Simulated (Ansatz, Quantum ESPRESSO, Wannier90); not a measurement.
# Ballistic channels from Wannier functions: straight Li chain, spacing 2.95 Å, part 3 of 5

Wanted: localised orbitals and the quantum conductance of this wire: straight Li chain, spacing 2.95 Å.

Quantum ESPRESSO 7.5 and Wannier90 3.1.0; plane-wave DFT, PBE, GBRV ultrasoft pseudopotentials; cross-check by Ansatz 0.2.0 with PAW datasets.

So far. Step 2 (SCF with pw.x): The run needed 9 iterations to bring the estimated error under 1e-07 Ry.

**6. Wannier functions and transport**

Level of this step: maximally localised Wannier functions and ballistic conductance; plane-wave DFT, PBE, GBRV ultrasoft pseudopotentials (Wannier90).

After disentangling and localising, transport_mode = bulk builds principal layers from hoppings within dist_cutoff and counts open channels.

wan.win reads:

```
num_wann = 1
num_bands = 8
num_iter = 200
num_print_cycles = 20
conv_tol = 1e-8
conv_window = 5
guiding_centres = true
dis_num_iter = 1500
dis_conv_tol = 1e-8
dis_win_min = -13.8215
dis_win_max = 6.1785
dis_froz_max = -1.3215
search_shells = 120
fermi_energy = -2.8215

transport = true
transport_mode = bulk
one_dim_axis = z
dist_cutoff = 17.6
dist_cutoff_mode = one_dim
tran_win_min = -4.0
tran_win_max = 2.0
tran_energy_step = 0.02

bands_plot = true
bands_num_points = 96
begin kpoint_path
G 0.0 0.0 0.0 Z 0.0 0.0 0.5
end kpoint_path

begin projections
Li:s
end projections

begin unit_cell_cart
ang
  8.0000000000 0.0000000000 0.0000000000
  0.0000000000 8.0000000000 0.0000000000
  0.0000000000 0.0000000000 2.9500000000
end unit_cell_cart

begin atoms_frac
  Li 0.0000000000 0.0000000000 0.0000000000
end atoms_frac

mp_grid = 1 1 12
begin kpoints
  0.0 0.0 0.0000000000
  0.0 0.0 0.0833333333
  0.0 0.0 0.1666666667
  0.0 0.0 0.2500000000
  0.0 0.0 0.3333333333
  0.0 0.0 0.4166666667
  0.0 0.0 0.5000000000
  0.0 0.0 0.5833333333
  0.0 0.0 0.6666666667
  0.0 0.0 0.7500000000
  0.0 0.0 0.8333333333
  0.0 0.0 0.9166666667
end kpoints
```

On the command line:

```
> OMP_NUM_THREADS=1 wannier90.x wan > wan.run.log
```

The log of the run:

```text
[banner, memory and clock lines left out]
+---------------------------------------------------+
             |                                                   |
             |                   WANNIER90                       |
             |                                                   |
             +---------------------------------------------------+
             |                                                   |
             |        Welcome to the Maximally-Localized         |
             |        Generalized Wannier Functions code         |
             |                             |
             |                                                   |
             |                                                   |
             |  Wannier90 Developer Group:                       |
             |    Giovanni Pizzi    (EPFL)                       |
             |    Valerio Vitale    (Cambridge)                  |
             |    David Vanderbilt  (Rutgers University)         |
             |    Nicola Marzari    (EPFL)                       |
             |    Ivo Souza         (Universidad del Pais Vasco) |
             |    Arash A. Mostofi  (Imperial College London)    |
             |    Jonathan R. Yates (University of Oxford)       |
             |                                                   |
             |  For the full list of Wannier90 3.x authors,      |
             |  please check the code documentation and the      |
             |  README on the GitHub page of the code            |
             |                                                   |
             |                                                   |
             |                                                   |
             |  [ref] "Wannier90 as a community code:            |
             |        new features and applications",            |
             |        165902 (2020).                             |
             |            |
             |                                                   |
             |  in any publications arising from the use of      |
             |                                                   |
             |  [ref] "Maximally Localized Generalised Wannier   |
             |         Functions for Composite Energy Bands"     |
             |         N. Marzari and D. Vanderbilt              |
             |         Phys. Rev. B 56 12847 (1997)              |
             |                                                   |
             |  [ref] "Maximally Localized Wannier Functions     |
             |         for Entangled Energy Bands"               |
             |         I. Souza, N. Marzari and D. Vanderbilt    |
             |         Phys. Rev. B 65 035109 (2001)             |
             |                                                   |
             |                                                   |
             | Copyright (c) 1996-2020                           |
             |        The Wannier90 Developer Group and          |
             |        individual contributors                    |
             |                                                   |
             |      Release: 3.1.0        5th March    2020      |
             |                                                   |
             | This program is free software; you can            |
             | redistribute it and/or modify it under the terms  |
             | of the GNU General Public License as published by |
             | the Free Software Foundation; either version 2 of |
             | the License, or (at your option) any later version|
             |                                                   |
             | This program is distributed in the hope that it   |
             | will be useful, but WITHOUT ANY WARRANTY; without |
             | even the implied warranty of MERCHANTABILITY or   |
             | FITNESS FOR A PARTICULAR PURPOSE. See the GNU     |
             | General Public License for more details.          |
             |                                                   |
             | You should have received a copy of the GNU General|
             | Public License along with this program; if not,   |
             | write to the Free Software Foundation, Inc.,      |
             | 675 Mass Ave, Cambridge, MA 02139, USA.           |
             |                                                   |
             +---------------------------------------------------+
[date or host left out]
             +---------------------------------------------------+

 ******************************************************************************
 * -> Using CODATA 2006 constant values                                       *
 *    (                      *
 * -> Using Bohr value from CODATA                                            *
 ******************************************************************************

 Running in serial (with parallel executable)

                                    ------
                                    SYSTEM
                                    ------

                              Lattice Vectors (Ang)
                    a_1     8.000000   0.000000   0.000000
                    a_2     0.000000   8.000000   0.000000
                    a_3     0.000000   0.000000   2.950000

                   Unit Cell Volume:     188.80000  (Ang^3)

                        Reciprocal-Space Vectors (Ang^-1)
                    b_1     0.785398   0.000000   0.000000
                    b_2     0.000000   0.785398   0.000000
                    b_3     0.000000   0.000000   2.129893

 *----------------------------------------------------------------------------*
 |   Site       Fractional Coordinate          Cartesian Coordinate (Ang)     |
 +----------------------------------------------------------------------------+
 | Li   1   0.00000   0.00000   0.00000   |    0.00000   0.00000   0.00000    |
 *----------------------------------------------------------------------------*
                                ------------
                                K-POINT GRID
                                ------------

             Grid size =  1 x  1 x 12      Total points =   12

 *---------------------------------- MAIN ------------------------------------*
 |  Number of Wannier Functions               :                 1             |
 |  Number of Objective Wannier Functions     :                 1             |
 |  Number of input Bloch states              :                 8             |
 |  Output verbosity (1=low, 5=high)          :                 1             |
[...]
+----------------------------------------------------------------------------+
 |                           b_k Directions (Ang^-1)                          |
 |                           -----------------------                          |
 |            No.           x           y           z                         |
 |            ---        --------------------------------                     |
 |             1         0.000000    0.000000    0.177491                     |
 |             2         0.785398    0.000000    0.000000                     |
 |             3         0.000000    0.785398    0.000000                     |
 +----------------------------------------------------------------------------+

 Time to get kmesh              0.014 (sec)
 *============================================================================*
 |                              MEMORY ESTIMATE                               |
 |         Maximum RAM allocated during each phase of the calculation         |
 *============================================================================*
 |                        Disentanglement            0.11 Mb                  |
 |                            Wannierise:            0.01 Mb                  |
 |                          plot_wannier:            0.01 Mb                  |
 *----------------------------------------------------------------------------*

 Starting a new Wannier90 calculation ...

 Reading overlaps from wan.mmn    :  Created on   at 18:29: 4

 Reading projections from wan.amn :  Created on   at 18:29: 4

 Time to read overlaps          0.004 (sec)

 *------------------------------- DISENTANGLE --------------------------------*
 +----------------------------------------------------------------------------+
 |                              Energy  Windows                               |
 |                              ---------------                               |
 |                   Outer:  -13.82150  to    6.17850  (eV)                   |
 |                   Inner:  -13.82150  to   -1.32150  (eV)                   |
 +----------------------------------------------------------------------------+
   Number of target bands to extract:    1

                   Unitarised projection of Wannier functions
   A_mn = <psi_m|g_n> --> S = A.A^+ --> U = S^-1/2.A
   In dis_project... done
   Using an inner window (linner = T)
   In dis_proj_froz... done

                   Extraction of optimally-connected subspace
 +---------------------------------------------------------------------+<-- DIS
 |  Iter     Omega_I(i-1)      Omega_I(i)      Delta (frac.)    Time   |<-- DIS
 +---------------------------------------------------------------------+<-- DIS
       1       2.69399974       2.69399974       0.000E+00      0.00    <-- DIS
       2       2.69399974       2.69399974       0.000E+00      0.00    <-- DIS
       3       2.69399974       2.69399974       0.000E+00      0.00    <-- DIS

             <<<      Delta < 1.000E-08  over  3 iterations     >>>
             <<< Disentanglement convergence criteria satisfied >>>

        Final Omega_I     2.69399974 (Ang^2)

 +----------------------------------------------------------------------------+

 Time to disentangle bands      0.000 (sec)

 Writing checkpoint file wan.chk... done

 *------------------------------- WANNIERISE ---------------------------------*
 +--------------------------------------------------------------------+<-- CONV
 | Iter  Delta Spread     RMS Gradient      Spread (Ang^2)      Time  |<-- CONV
 +--------------------------------------------------------------------+<-- CONV

 Initial State
  WF centre and spread    1  (  0.000000,  0.000000,  1.475000 )    23.89909602
  Sum of centres and spreads (  0.000000,  0.000000,  1.475000 )    23.89909602

      0     0.239E+02     0.0000000000       23.8990960238       0.00  <-- CONV
        O_D=     21.2050963 O_OD=      0.0000000 O_TOT=     23.8990960 <-- SPRD
 Cycle:      1
  WF centre and spread    1  (  0.000000,  0.000000,  1.475000 )     8.91151376
  Sum of centres and spreads (  0.000000,  0.000000,  1.475000 )     8.91151376

      1    -0.150E+02    21.5854004082        8.9115137604       0.00  <-- CONV
        O_D=      6.2175140 O_OD=      0.0000000 O_TOT=      8.9115138 <-- SPRD
 Delta: O_D= -0.1498758E+02 O_OD=  0.0000000E+00 O_TOT= -0.1498758E+02 <-- DLTA

             <<<     Delta < 1.000E-08  over  5 iterations     >>>
             <<< Wannierisation convergence criteria satisfied >>>

 Final State
  WF centre and spread    1  (  0.000000,  0.000000,  1.475000 )     2.69399974
  Sum of centres and spreads (  0.000000,  0.000000,  1.475000 )     2.69399974

         Spreads (Ang^2)       Omega I      =     2.693999740
        ================       Omega D      =     0.000000000
                               Omega OD     =     0.000000000
    Final Spread (Ang^2)       Omega Total  =     2.693999740
 Time for wannierise            0.001 (sec)

 Writing checkpoint file wan.chk... done

 *---------------------------------------------------------------------------*
 |                               PLOTTING                                    |
 *---------------------------------------------------------------------------*

 Translated centres
    translation centre in fractional coordinate:  0.000000  0.000000  0.000000
  WF centre     1  (  0.000000,  0.000000, -1.475000 )

 Calculating interpolated band-structure

 Time to calculate interpolated band structure       0.001 (sec)

 Time for plotting              0.003 (sec)

 *---------------------------------------------------------------------------*
 |                              TRANSPORT                                    |
 *---------------------------------------------------------------------------*

 Calculation of Quantum Conductance and DoS: bulk mode

 Maximum imaginary part of the real-space Hamiltonian:     0.000000

     Maximum real part of the real-space Hamiltonian at each lattice point
            Lattice point R           Max |H_ij(R)|
                  -7                     0.000000
                  -6                     0.000000
                  -5                     0.002484
                  -4                     0.006275
                  -3                     0.019577
                  -2                     0.076655
                  -1                     0.522208
                   0                     2.688072
                   1                     0.522208
                   2                     0.076655
                   3                     0.019577
                   4                     0.006275
                   5                     0.002484
                   6                     0.000000
                   7                     0.000000

 Number of unit cells inside the principal layer:     5
 Number of Wannier Functions inside the principal layer:     5

 Calculating quantum conductance and density of states... done

 Time for transport             0.008 (sec)
 Total Execution Time           0.035 (sec)

 *===========================================================================*
 |                             TIMING INFORMATION                            |
 *===========================================================================*
 |    Tag                                                Ncalls      Time (s)|
 |---------------------------------------------------------------------------|
 |kmesh: get                                        :         1         0.014|
 |overlap: allocate                                 :         1         0.000|
 |overlap: read                                     :         1         0.004|
 |dis: main                                         :         1         0.000|
 |wann: main                                        :         1         0.001|
 |plot: main                                        :         1         0.003|
 |tran: main                                        :         1         0.008|
 *---------------------------------------------------------------------------*

 All done: wannier90 exiting
[key lines of the parts left out:]
|  Fermi energy (eV)                         :            -2.821             |
```

The job ended after 0.77 s (1 MPI rank of AMD EPYC 7R43, shared host; peak memory 0.08 GiB).

Numbers from this step:

- lead channels at the Fermi level, one spin: 1
- total spread: 2.694 Å²
- gauge-invariant spread: 2.694 Å²
- largest misfit to plane-wave levels between mesh points, inside the frozen window: 0.001848 eV

Per spin. The quantum conductance of the perfect wire, open channels by energy, zero at the Fermi level:

energy (eV), quantum conductance of the perfect wire, open channels and a bar:
```
   -0.800       0.00 
   -0.600       1.00 ##############################
   -0.400       1.00 ##############################
   -0.200       1.00 ##############################
    0.000       1.00 ##############################
    0.200       1.00 ##############################
    0.400       1.00 ##############################
    0.600       1.00 ##############################
    0.800       1.00 ##############################
    1.000       1.00 ##############################
    1.200       1.00 ##############################
    1.400       0.00 
    1.600       0.00
```

Wannier functions:

```csv
no.,x (Å),y (Å),z (Å),spread (Å²)
1,0,0,1.475,2.694
```

The electronic bands at the labelled points (eV, zero at the Fermi level; # counts the bands kept):

```csv
point,#1
Γ,-0.79
halfway,-0.01
Z,1.39
```

The electronic bands as a text plot (rows in eV):

```
    1.3 |                                                   *****
    1.3 |                                                 **
    1.2 |                                               **
    1.1 |                                             **
    1.0 |                                            *
    0.9 |                                          **
    0.8 |                                         *
    0.7 |                                       **
    0.6 |                                      *
    0.5 |                                    **
    0.4 |                                   *
    0.3 |                                  *
    0.3 |                                **
    0.2 |                               *
    0.1 |                             **
    0.0 |                           **
   -0.1 |                         **
   -0.2 |                       **
   -0.3 |                     **
   -0.4 |                   **
   -0.5 |                ***
   -0.6 |             ***
   -0.7 |          ***
   -0.7 |**********
         Γ                                                      Z
```

Bands and channels are those of the Wannier model: bands that were not projected, and all outside the frozen window, are missing or only approximate.

**7. Neighbour list from wannier90 -pp, with dis_num_iter = 10**

A sensitivity test on the input.

wan_w.win, as its differences from the input of step 6:

```diff
@@ -7,3 +7,3 @@
 guiding_centres = true
-dis_num_iter = 1500
+dis_num_iter = 10
 dis_conv_tol = 1e-8
```

On the command line:

```
> OMP_NUM_THREADS=1 wannier90.x -pp wan_w > wan_w.pp.log
```

Run time: 0.77 s. Hardware: 1 MPI rank; peak memory 0.08 GiB.

**8. Overlaps and projections**

The same post-processing, on the changed run.

wan_w.p2w.in reads:

```
&inputpp
  prefix = 'nscf'
  outdir = './out'
  seedname = 'wan_w'
  write_mmn = .true.
  write_amn = .true.
  write_unk = .false.
/
```

On the command line:

```
> OMP_NUM_THREADS=1 mpirun -n 2 pw2wannier90.x -in wan_w.p2w.in > wan_w.p2w.out
```

Wall time 1.9 s (2 MPI ranks); peak memory 0.08 GiB.

[end of part 3 of 5]

[Logs are printed without paths, hosts, clocks, repeated set-up lines and the standing remarks that a program may print on its own settings, such as how far it seeks lower states.]

[Hosts, paths, dates, database ids (printed as entryN), source tags and the programs' standing remarks are cut or masked in the printed files.]

[Maps of the electrostatic potential energy from Ansatz leave out the sawtooth potential of an applied field or a dipole correction, so their vacuum need not be flat; planar profiles and work functions include it.]
